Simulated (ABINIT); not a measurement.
# CsH (Pm-3m): G0W0 in ABINIT against the bands in the self-energy

How does the gap of CsH (Pm-3m) converge in the bands in the self-energy?

Method: LDA and many-body steps on it, plane waves, in ABINIT 10.8.3.

## Step 1: The structure

Symmetry: Pm-3m, No. 221, cubic system. Conventional cell: a = 3.818 Å, b = 3.818 Å, c = 3.818 Å, α = 90.00°, β = 90.00°, γ = 90.00°. Cs has 8 H at 3.31 Å nearest. Nearest to H lie 8 Cs at 3.31 Å. Farther neighbours are not listed.

The cell and positions are those that the Materials Project relaxed with its own functionals (PBE, PBE+U or r2SCAN), kept fixed. Spin-orbit coupling is left out unless a step names it.

## Step 2: Screening, 4×4×4 mesh, 95 bands, screening to 176.9 eV

This step: ABINIT 10.8.3; RPA screening on LDA, plane waves, norm-conserving pseudopotentials.

The RPA dielectric matrix is built and inverted for each q.

Input file run.abi:

```
acell 3*1.0 Angstrom
rprim 
  3.818408540000 0.000000000000 0.000000000000
  0.000000000000 3.818408540000 0.000000000000
  0.000000000000 0.000000000000 3.818408540000
ntypat 2
znucl 55 1
natom 2
typat 1 2
xred 
  0.000000000000 0.000000000000 0.000000000000
  0.500000000000 0.500000000000 0.500000000000
pp_dirpath "pseudos"
pseudos "Cs.upf, H.upf"
ecut 31
ngkpt 4 4 4
nshiftk 1
shiftk 0 0 0
kptopt 1
chksymbreak 0
istwfk *1
occopt 1
irdwfk 1
optdriver 3
nband 95
ecuteps 6.5
inclvkb 2
awtr 1
symchi 1
indata_prefix "in"
outdata_prefix "out"
tmpdata_prefix "tmp"
```

On the command line:

```sh
$ OMP_NUM_THREADS=1 mpirun -n 4 abinit run.abi > log
```

What it wrote:

```text
.Version 10.8.3 of ABINIT. v10.8.2 released Aug 2026.

 Symmetries : space group Pm -3 m (#221); Bravais cP (primitive cubic)
[... echo of the input left out ...]
== DATASET  1 ==================================================================
-   mpi_nproc: 4, omp_nthreads: 1 (-1 if OMP is not activated)

--- !DatasetInfo
iteration_state: {dtset: 1, }
dimensions: {natom: 2, nkpt: 10, mband: 95, nsppol: 1, nspinor: 1, nspden: 1, mpw: 3136, }
cutoff_energies: {ecut:  31.0, pawecutdg:  -1.0, }
electrons: {nelect:   1.00000000E+01, charge:   0.00000000E+00, occopt:   1.00000000E+00, tsmear:   1.00000000E-02, }

 SCREENING: Calculation of the susceptibility and dielectric matrices

 Based on a program developped by R.W. Godby, V. Olevano, G. Onida, and L. Reining.
 Incorporated in ABINIT by V. Olevano, G.-M. Rignanese, and M. Torrent.
.Using double precision arithmetic ; gwpc =  8

[... cell and pseudopotentials left out ...]
--------------------------------------------------------------------------------

 ==== K-mesh for the wavefunctions ====
 Number of points in the irreducible wedge :    10
[... list of points left out ...]
 Together with 48 symmetry operations and time-reversal symmetry
 yields    64 points in the full Brillouin Zone.

 ==== Q-mesh for the screening function ====
 Number of points in the irreducible wedge :    10
[... list of points left out ...]
 Together with 48 symmetry operations and time-reversal symmetry
 yields    64 points in the full Brillouin Zone.

 setmesh: FFT mesh size selected  =    27x   27x   27
          total number of points  =        19683

 vcoul_init : cutoff-mode = AUXILIARY_FUNCTION
 q-points for optical limit:   1
     1)      0.000010    0.000020    0.000030

- screening: taking advantage of time-reversal symmetry
- Maximum band index for partially occupied states nbvw = 5
- Remaining bands to be divided among processors   nbcw = 90
- Number of bands treated by each node ~22

 Number of electrons calculated from density =   10.0000; Expected =   10.0000
 average of density, n =  0.026617
 r_s =    2.0777
 omega_plasma =   15.7374 [eV]

 calculating chi0 at frequencies [eV] :
  1    0.000000E+00    0.000000E+00
  2    0.000000E+00    1.573743E+01

--------------------------------------------------------------------------------
  q-point number  1        q = ( 0.000000, 0.000000, 0.000000) [r.l.u.]
--------------------------------------------------------------------------------
[... chi0 elements left out ...]
 For q-point:  0.000010 0.000020 0.000030
  dielectric constant =   3.8374
  dielectric constant without local fields =   4.3597

  Average fulfillment of the sum rule on Im[epsilon] for q-point    1 :     90.21  [%]
[... wings left out ...]
  q-point number  2        q = ( 0.250000, 0.000000, 0.000000) [r.l.u.]
--------------------------------------------------------------------------------
[... chi0 elements left out ...]
  Average fulfillment of the sum rule on Im[epsilon] for q-point    2 :    102.76  [%]

 [... 8 further q-points ...]
```

Elapsed: 15 s, on 4 MPI ranks of Arm Neoverse V2, shared host; peak memory 0.75 GiB; 60 s of CPU time.

This step gave:

| Item | Value |
| --- | --- |
| ε∞ with local fields, on this mesh, along the program's q direction | 3.837 |
| the same without local fields | 4.360 |
| plasma frequency | 15.74 eV |
| plane waves in the screening matrix | 305 |

Local fields lower ε∞ by 12 %. On a Γ-centred mesh this coarse the value itself is usually too large, while a short band sum pulls it down.

## Step 3: 13 bands

This step: G0W0 on LDA, plane waves, norm-conserving pseudopotentials.

run.abi: that of step 2 with these lines changed.

```diff
@@ -23,8 +23,19 @@
 irdwfk 1
-optdriver 3
-nband 95
+optdriver 4
+nband 13
+gwcalctyp 0
+ecutsigx 31
+symsigma 1
+nkptgw 3
+kptgw 
+  0.5000000000 0.5000000000 0.5000000000
+  0.5000000000 0.0000000000 0.0000000000
+  0.0000000000 0.0000000000 0.0000000000
+bdgw 
+  2 8
+  3 7
+  2 7
 ecuteps 6.5
-inclvkb 2
-awtr 1
-symchi 1
+irdscr 1
+ppmodel 1
 indata_prefix "in"
```

What it wrote:

```text
.Version 10.8.3 of ABINIT. v10.8.2 released Aug 2026.

 Symmetries : space group Pm -3 m (#221); Bravais cP (primitive cubic)
[... echo of the input left out ...]
== DATASET  1 ==================================================================
-   mpi_nproc: 4, omp_nthreads: 1 (-1 if OMP is not activated)

--- !DatasetInfo
iteration_state: {dtset: 1, }
dimensions: {natom: 2, nkpt: 10, mband: 13, nsppol: 1, nspinor: 1, nspden: 1, mpw: 3136, }
cutoff_energies: {ecut:  31.0, pawecutdg:  -1.0, }
electrons: {nelect:   1.00000000E+01, charge:   0.00000000E+00, occopt:   1.00000000E+00, tsmear:   1.00000000E-02, }

 SIGMA: Calculation of the GW corrections

 Based on a program developped by R.W. Godby, V. Olevano, G. Onida, and L. Reining.
 Incorporated in ABINIT by V. Olevano, G.-M. Rignanese, and M. Torrent.
.Using double precision arithmetic ; gwpc =  8

[... cell and pseudopotentials left out ...]
--------------------------------------------------------------------------------

 ==== K-mesh for the wavefunctions ====
 Number of points in the irreducible wedge :    10
[... list of points left out ...]
 Together with 48 symmetry operations and time-reversal symmetry
 yields    64 points in the full Brillouin Zone.

 ==== Q-mesh for screening function ====
 Number of points in the irreducible wedge :    10
[... list of points left out ...]
 Together with 48 symmetry operations and time-reversal symmetry
 yields    64 points in the full Brillouin Zone.

 vcoul_init : cutoff-mode = AUXILIARY_FUNCTION
 q-points for optical limit:   1
     1)      0.000010    0.000020    0.000030
 setmesh: FFT mesh size selected  =    40x   40x   40
          total number of points  =        64000

 Number of electrons calculated from density =   10.0000; Expected =   10.0000
 average of density, n =  0.026617
 r_s =    2.0777
 omega_plasma =   15.7374 [eV]

 === KS Band Gaps ===
  >>>> For spin  1
   Minimum direct gap =   2.4881 [eV], located at k-point      :   0.5000  0.5000  0.5000
   Fundamental gap    =   2.2974 [eV], Top of valence bands at :   0.5000  0.5000  0.5000
                                       Bottom of conduction at :   0.5000  0.0000  0.0000
 SIGMA fundamental parameters:
 PLASMON POLE MODEL  1
 number of plane-waves for SigmaX                 3071
 number of plane-waves for SigmaC and W            305
 number of plane-waves for wavefunctions          3071
 number of bands                                    13
 number of independent spin polarizations            1
 number of spinorial components                      1
 number of k-points in IBZ                          10
 number of q-points in IBZ                          10
 number of symmetry operations                      48
 number of k-points in BZ                           64
 number of q-points in BZ                           64
 number of frequencies for dSigma/dE                 9
 frequency step for dSigma/dE [eV]                0.25
 number of omega for Sigma on real axis              0
 max omega for Sigma on real axis  [eV]           0.00
 zcut for avoiding poles [eV]                     0.10

 EPSILON^-1 parameters (SCR file):
 dimension of the eps^-1 matrix on file            305
 dimension of the eps^-1 matrix used               305
 number of plane-waves for wavefunctions          3071
 number of bands                                    95
 number of q-points in IBZ                          10
 number of frequencies                               2
 number of real frequencies                          1
 number of imag frequencies                          1

 matrix elements of self-energy operator (all in [eV])

 Perturbative Calculation

--- !SelfEnergy_ee
iteration_state: {dtset: 1, }
kpoint     : [   0.500,    0.500,    0.500, ]
spin       : 1
KS_gap     :    2.488
QP_gap     :    4.425
Delta_QP_KS:    1.937
data: !SigmaeeData |
     Band     E0 <VxcDFT>   SigX SigC(E0)      Z dSigC/dE  Sig(E)    E-E0       E
        2  -6.265 -12.525 -17.202   3.581   0.782  -0.279 -13.382  -0.857  -7.122
        3  -6.265 -12.525 -17.202   3.581   0.782  -0.279 -13.382  -0.857  -7.122
        4  -6.265 -12.525 -17.202   3.581   0.782  -0.279 -13.382  -0.857  -7.122
        5   2.652  -9.762 -12.821   2.542   0.784  -0.275 -10.168  -0.406   2.247
        6   5.141  -7.818  -3.689  -2.303   0.839  -0.192  -6.287   1.531   6.672
        7   5.141  -7.818  -3.689  -2.303   0.839  -0.192  -6.287   1.531   6.672
[...]
--- !SelfEnergy_ee
iteration_state: {dtset: 1, }
kpoint     : [   0.500,    0.000,    0.000, ]
spin       : 1
KS_gap     :    2.559
QP_gap     :    4.539
Delta_QP_KS:    1.980
data: !SigmaeeData |
     Band     E0 <VxcDFT>   SigX SigC(E0)      Z dSigC/dE  Sig(E)    E-E0       E
[...]
--- !SelfEnergy_ee
iteration_state: {dtset: 1, }
kpoint     : [   0.000,    0.000,    0.000, ]
spin       : 1
KS_gap     :    5.220
QP_gap     :    7.669
Delta_QP_KS:    2.449
data: !SigmaeeData |
     Band     E0 <VxcDFT>   SigX SigC(E0)      Z dSigC/dE  Sig(E)    E-E0       E
[...]
5   0.539  -8.712 -12.293   2.722   0.775  -0.291  -9.378  -0.665  -0.127
        6   5.759  -8.498  -3.789  -2.570   0.834  -0.199  -6.714   1.784   7.542
        7   5.759  -8.498  -3.789  -2.570   0.834  -0.199  -6.714   1.784   7.542

== END DATASET(S) ==============================================================
================================================================================

 -outvars: echo values of variables after computation  --------
           etotal      0.0000000000E+00
            nband          13
             nkpt          10
          spgroup         221
 [... the other variables as echoed above ...]

 Calculation completed.
```

Wall time 5.6 s (4 MPI ranks); peak memory 0.74 GiB.

Numbers from this step:

```
G0W0 gap on the points computed              : 4.256 eV
starting gap on the mesh                     : 2.297 eV
k of the valence top                         : 0.5, 0.5, 0.5
k of the conduction bottom                   : 0.5, 0, 0
Z at the valence top                         : 0.784
Z at the conduction bottom                   : 0.839
least direct G0W0 gap on the computed points : 4.425 eV
```

## Step 4: 27 bands

The self-energy is evaluated for the states that the input lists, and the levels follow from it, in one-shot runs by the linearised quasiparticle equation.

run.abi: that of step 3 with these lines changed.

```diff
@@ -24,3 +24,3 @@
 optdriver 4
-nband 13
+nband 27
 gwcalctyp 0
```

What it wrote:

```text
.Version 10.8.3 of ABINIT. v10.8.2 released Aug 2026.

 Symmetries : space group Pm -3 m (#221); Bravais cP (primitive cubic)
[... echo of the input left out ...]
== DATASET  1 ==================================================================
-   mpi_nproc: 4, omp_nthreads: 1 (-1 if OMP is not activated)

--- !DatasetInfo
iteration_state: {dtset: 1, }
dimensions: {natom: 2, nkpt: 10, mband: 27, nsppol: 1, nspinor: 1, nspden: 1, mpw: 3136, }
cutoff_energies: {ecut:  31.0, pawecutdg:  -1.0, }
electrons: {nelect:   1.00000000E+01, charge:   0.00000000E+00, occopt:   1.00000000E+00, tsmear:   1.00000000E-02, }

 SIGMA: Calculation of the GW corrections

 Based on a program developped by R.W. Godby, V. Olevano, G. Onida, and L. Reining.
 Incorporated in ABINIT by V. Olevano, G.-M. Rignanese, and M. Torrent.
.Using double precision arithmetic ; gwpc =  8

[... cell and pseudopotentials left out ...]
--------------------------------------------------------------------------------

 ==== K-mesh for the wavefunctions ====
 Number of points in the irreducible wedge :    10
[... list of points left out ...]
 Together with 48 symmetry operations and time-reversal symmetry
 yields    64 points in the full Brillouin Zone.

 ==== Q-mesh for screening function ====
 Number of points in the irreducible wedge :    10
[... list of points left out ...]
 Together with 48 symmetry operations and time-reversal symmetry
 yields    64 points in the full Brillouin Zone.

 vcoul_init : cutoff-mode = AUXILIARY_FUNCTION
 q-points for optical limit:   1
     1)      0.000010    0.000020    0.000030
 setmesh: FFT mesh size selected  =    40x   40x   40
          total number of points  =        64000

 Number of electrons calculated from density =   10.0000; Expected =   10.0000
[...]
number of plane-waves for wavefunctions          3071
 number of bands                                    95
 number of q-points in IBZ                          10
 number of frequencies                               2
 number of real frequencies                          1
 number of imag frequencies                          1

 matrix elements of self-energy operator (all in [eV])

 Perturbative Calculation

--- !SelfEnergy_ee
iteration_state: {dtset: 1, }
kpoint     : [   0.500,    0.500,    0.500, ]
spin       : 1
KS_gap     :    2.488
QP_gap     :    4.386
Delta_QP_KS:    1.897
data: !SigmaeeData |
     Band     E0 <VxcDFT>   SigX SigC(E0)      Z dSigC/dE  Sig(E)    E-E0       E
        2  -6.265 -12.525 -17.202   3.001   0.775  -0.290 -13.824  -1.299  -7.564
        3  -6.265 -12.525 -17.202   3.001   0.775  -0.290 -13.824  -1.299  -7.564
        4  -6.265 -12.525 -17.202   3.001   0.775  -0.290 -13.824  -1.299  -7.564
[...]
--- !SelfEnergy_ee
iteration_state: {dtset: 1, }
kpoint     : [   0.500,    0.000,    0.000, ]
spin       : 1
KS_gap     :    2.559
QP_gap     :    4.564
Delta_QP_KS:    2.005
data: !SigmaeeData |
     Band     E0 <VxcDFT>   SigX SigC(E0)      Z dSigC/dE  Sig(E)    E-E0       E
[...]
--- !SelfEnergy_ee
iteration_state: {dtset: 1, }
kpoint     : [   0.000,    0.000,    0.000, ]
spin       : 1
KS_gap     :    5.220
QP_gap     :    7.495
Delta_QP_KS:    2.275
data: !SigmaeeData |
     Band     E0 <VxcDFT>   SigX SigC(E0)      Z dSigC/dE  Sig(E)    E-E0       E
[...]
6   5.759  -8.498  -3.789  -3.136   0.822  -0.217  -7.205   1.292   7.051
        7   5.759  -8.498  -3.789  -3.136   0.822  -0.217  -7.205   1.292   7.051

== END DATASET(S) ==============================================================
================================================================================

 -outvars: echo values of variables after computation  --------
           etotal      0.0000000000E+00
            nband          27
             nkpt          10
          spgroup         221
 [... the other variables as echoed above ...]

 Calculation completed.
```

It took 7.9 s on 4 MPI ranks; peak memory 0.75 GiB.

Numbers from this step:

* G0W0 gap on the points computed: 4.261 eV
* starting gap on the mesh: 2.297 eV
* k of the valence top: 0.5, 0.5, 0.5
* k of the conduction bottom: 0.5, 0, 0
* Z at the valence top: 0.775
* Z at the conduction bottom: 0.829
* least direct G0W0 gap on the computed points: 4.386 eV

The gap on the mesh goes from 2.30 eV to 4.26 eV, a correction of +1.96 eV.

## Step 5: 57 bands

run.abi: that of step 4 with these lines changed.

```diff
@@ -24,3 +24,3 @@
 optdriver 4
-nband 27
+nband 57
 gwcalctyp 0
```

What it wrote:

```text
.Version 10.8.3 of ABINIT. v10.8.2 released Aug 2026.

 Symmetries : space group Pm -3 m (#221); Bravais cP (primitive cubic)
[... echo of the input left out ...]
== DATASET  1 ==================================================================
-   mpi_nproc: 4, omp_nthreads: 1 (-1 if OMP is not activated)

--- !DatasetInfo
iteration_state: {dtset: 1, }
dimensions: {natom: 2, nkpt: 10, mband: 57, nsppol: 1, nspinor: 1, nspden: 1, mpw: 3136, }
cutoff_energies: {ecut:  31.0, pawecutdg:  -1.0, }
[...]
Band     E0 <VxcDFT>   SigX SigC(E0)      Z dSigC/dE  Sig(E)    E-E0       E
[...]
6   5.759  -8.498  -3.789  -3.470   0.817  -0.223  -7.486   1.012   6.771
        7   5.759  -8.498  -3.789  -3.470   0.817  -0.223  -7.486   1.012   6.771

== END DATASET(S) ==============================================================
================================================================================

 -outvars: echo values of variables after computation  --------
           etotal      0.0000000000E+00
            nband          57
             nkpt          10
          spgroup         221
 [... the other variables as echoed above ...]

 Calculation completed.
```

Elapsed: 14 s, on 4 MPI ranks; peak memory 0.79 GiB.

Numbers from this step:

```yaml
g0w0_gap_on_the_points_computed: 4.31 eV
starting_gap_on_the_mesh: 2.297 eV
k_of_the_valence_top: 0.5, 0.5, 0.5
k_of_the_conduction_bottom: 0.5, 0, 0
least_direct_g0w0_gap_on_the_computed_points: 4.45 eV
```

Against the run before, the gap moves by +0.049 eV.

## Step 6: 95 bands

run.abi: that of step 5 with these lines changed.

```diff
@@ -24,3 +24,3 @@
 optdriver 4
-nband 57
+nband 95
 gwcalctyp 0
```

What it wrote:

```text
.Version 10.8.3 of ABINIT. v10.8.2 released Aug 2026.

 Symmetries : space group Pm -3 m (#221); Bravais cP (primitive cubic)
[... echo of the input left out ...]
== DATASET  1 ==================================================================
-   mpi_nproc: 4, omp_nthreads: 1 (-1 if OMP is not activated)

--- !DatasetInfo
iteration_state: {dtset: 1, }
dimensions: {natom: 2, nkpt: 10, mband: 95, nsppol: 1, nspinor: 1, nspden: 1, mpw: 3136, }
cutoff_energies: {ecut:  31.0, pawecutdg:  -1.0, }
[...]
Band     E0 <VxcDFT>   SigX SigC(E0)      Z dSigC/dE  Sig(E)    E-E0       E
[...]
6   5.759  -8.498  -3.789  -3.580   0.817  -0.225  -7.576   0.922   6.680
        7   5.759  -8.498  -3.789  -3.580   0.817  -0.225  -7.576   0.922   6.680

== END DATASET(S) ==============================================================
================================================================================

 -outvars: echo values of variables after computation  --------
           etotal      0.0000000000E+00
            nband          95
             nkpt          10
          spgroup         221
 [... the other variables as echoed above ...]

 Calculation completed.
```

Wall time 21 s (4 MPI ranks); peak memory 0.92 GiB.

Numbers from this step:

| Property | Result |
| --- | --- |
| G0W0 gap on the points computed | 4.324 eV |
| starting gap on the mesh | 2.297 eV |
| k of the valence top | 0.5, 0.5, 0.5 |
| k of the conduction bottom | 0.5, 0, 0 |
| least direct G0W0 gap on the computed points | 4.462 eV |

Against the run before, the gap moves by +0.014 eV.

## Step 7: The runs together

Times are wall times on 4 MPI ranks of Arm Neoverse V2, shared host, good to a factor of about two. A run's time includes the screening step that it read.

```csv
run,mesh,bands,screening cutoff (eV),DFT gap (eV),gap on the mesh (eV),direct (eV),ε∞ used,time
13 bands,4×4×4,13,176.9,2.297,4.256,4.425,3.84,21 s
27 bands,4×4×4,27,176.9,2.297,4.261,4.386,3.84,23 s
57 bands,4×4×4,57,176.9,2.297,4.310,4.450,3.84,29 s
95 bands,4×4×4,95,176.9,2.297,4.324,4.462,3.84,36 s
```

## Step 8: Outcome

```yaml
13_bands: 4.256 eV
27_bands: 4.261 eV
57_bands: 4.310 eV
95_bands: 4.324 eV
known_limits: not at the basis limit; no spin-orbit coupling; coarse k mesh
```

The setting moved: bands in the self-energy. From 13 bands to 95 bands the gap moves by +0.07 eV. The last step still moves it by +0.014 eV. Bands and screening cutoff are coupled, so a series along one setting does not show full convergence. Bands and cutoff are finite, so the gap is not at the basis limit. The miss can reach some tenths of an eV and take either sign; the mesh is an error of its own. In the G0W0 runs levels were corrected at 3 k points alone, so a gap called «on the mesh» is the least over those, and an edge elsewhere would be missed. The 4×4×4 mesh is coarse for this cell, which bears on the long-range parts of exchange and screening. The many-body steps are scalar-relativistic: spin-orbit coupling is not in them.

[Paths, hosts, dates, memory and timing lines, banners, echoed tables and standing remarks are left out of the program output.]

[Logs are printed without paths, hosts, clocks, repeated set-up lines and the standing remarks that a program may print on its own settings, such as how far it seeks lower states.]

[Runs of the session that timed out or met a known fault of the program may be left out.]

[Hosts, paths, dates, database ids (printed as entryN), source tags and the programs' standing remarks are cut or masked in the printed files.]

[G0W0 gaps are taken among the corrected bands and points alone; a level outside them can change the order at an edge.]

[Where Ansatz stands beside ABINIT at settings called matched, ABINIT's density can come from a denser mesh and the files from another edition; pairs whose starting gaps differed by over 0.03 eV were left out, so agreement reads better than it is.]
